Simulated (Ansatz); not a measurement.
## ZnAu (Pm-3m): Drude plasma energy against volume

The cell of ZnAu (Pm-3m) is scaled evenly and the response computed anew at each volume, on one mesh.

Cell: a, b, c = 3.147, 3.147, 3.147 Å (primitive vectors), 2 atoms.

Method: Ansatz 0.2.0, LDA, independent particles, k-mesh 14×14×14 with interpolation inside its cells, Gaussian parameter 0.1 eV.

Launch of the response step: `ansatz run input.yaml --threads 4 --pin off --max-ram 8192MiB --backend cpu --events-out ev --progress --plain --runs-dir out`. The series took 4.1 min in all, on 4 threads of Intel(R) Xeon(R) Processor @ 2.50GHz (Skylake/Cascade Lake), with other jobs on the host.

```tsv
V/V₀	V (Å³, primitive cell)	Drude plasma energy (eV)
0.94	29.30	?
0.96	29.92	9.580
0.98	30.54	9.511
1.00	31.17	9.444
1.02	31.79	9.380
1.04	32.41	9.318
1.06	33.04	9.258
```

For small changes the quantity should be close to linear in ln V.

Working, on the rows shown:

| x = ln(V/V₀) | y = Drude plasma energy |
| --- | --- |
| -0.040822 | 9.58 |
| -0.0202027 | 9.511 |
| 0 | 9.444 |
| 0.0198026 | 9.38 |
| 0.0392207 | 9.318 |
| 0.0582689 | 9.258 |

Means: x̄ = 0.0093779, ȳ = 9.4152. Σ(x − x̄)(y − ȳ) = -0.02233, Σ(x − x̄)² = 0.006873. Slope = -0.02233 / 0.006873 = -3.249; intercept = ȳ − slope · x̄ = 9.4456. The line misses the rows shown by at most 0.0017 eV.

Problem. What does the fit predict for the withheld row, and how well does it do?

Solution. At x = -0.061875 the line gives y = 9.6467 eV. The run gave 9.653 eV, so the extrapolation is off by 0.0063 eV, 1.6 % of the range in the table.

Between the rows on either side of x = 0 the slope is (9.38 − 9.511) / (0.019803 − (-0.020203)) = -3.275. So d ln ωp/d ln V = -0.35; free electrons would give −0.50. The values come from a sum over the points of one k-mesh and carry its error, which is largest for Fermi-surface quantities. Spin-orbit coupling is left out.

[Logs are printed without paths, hosts, clocks, repeated set-up lines and the standing remarks that a program may print on its own settings, such as how far it seeks lower states.]
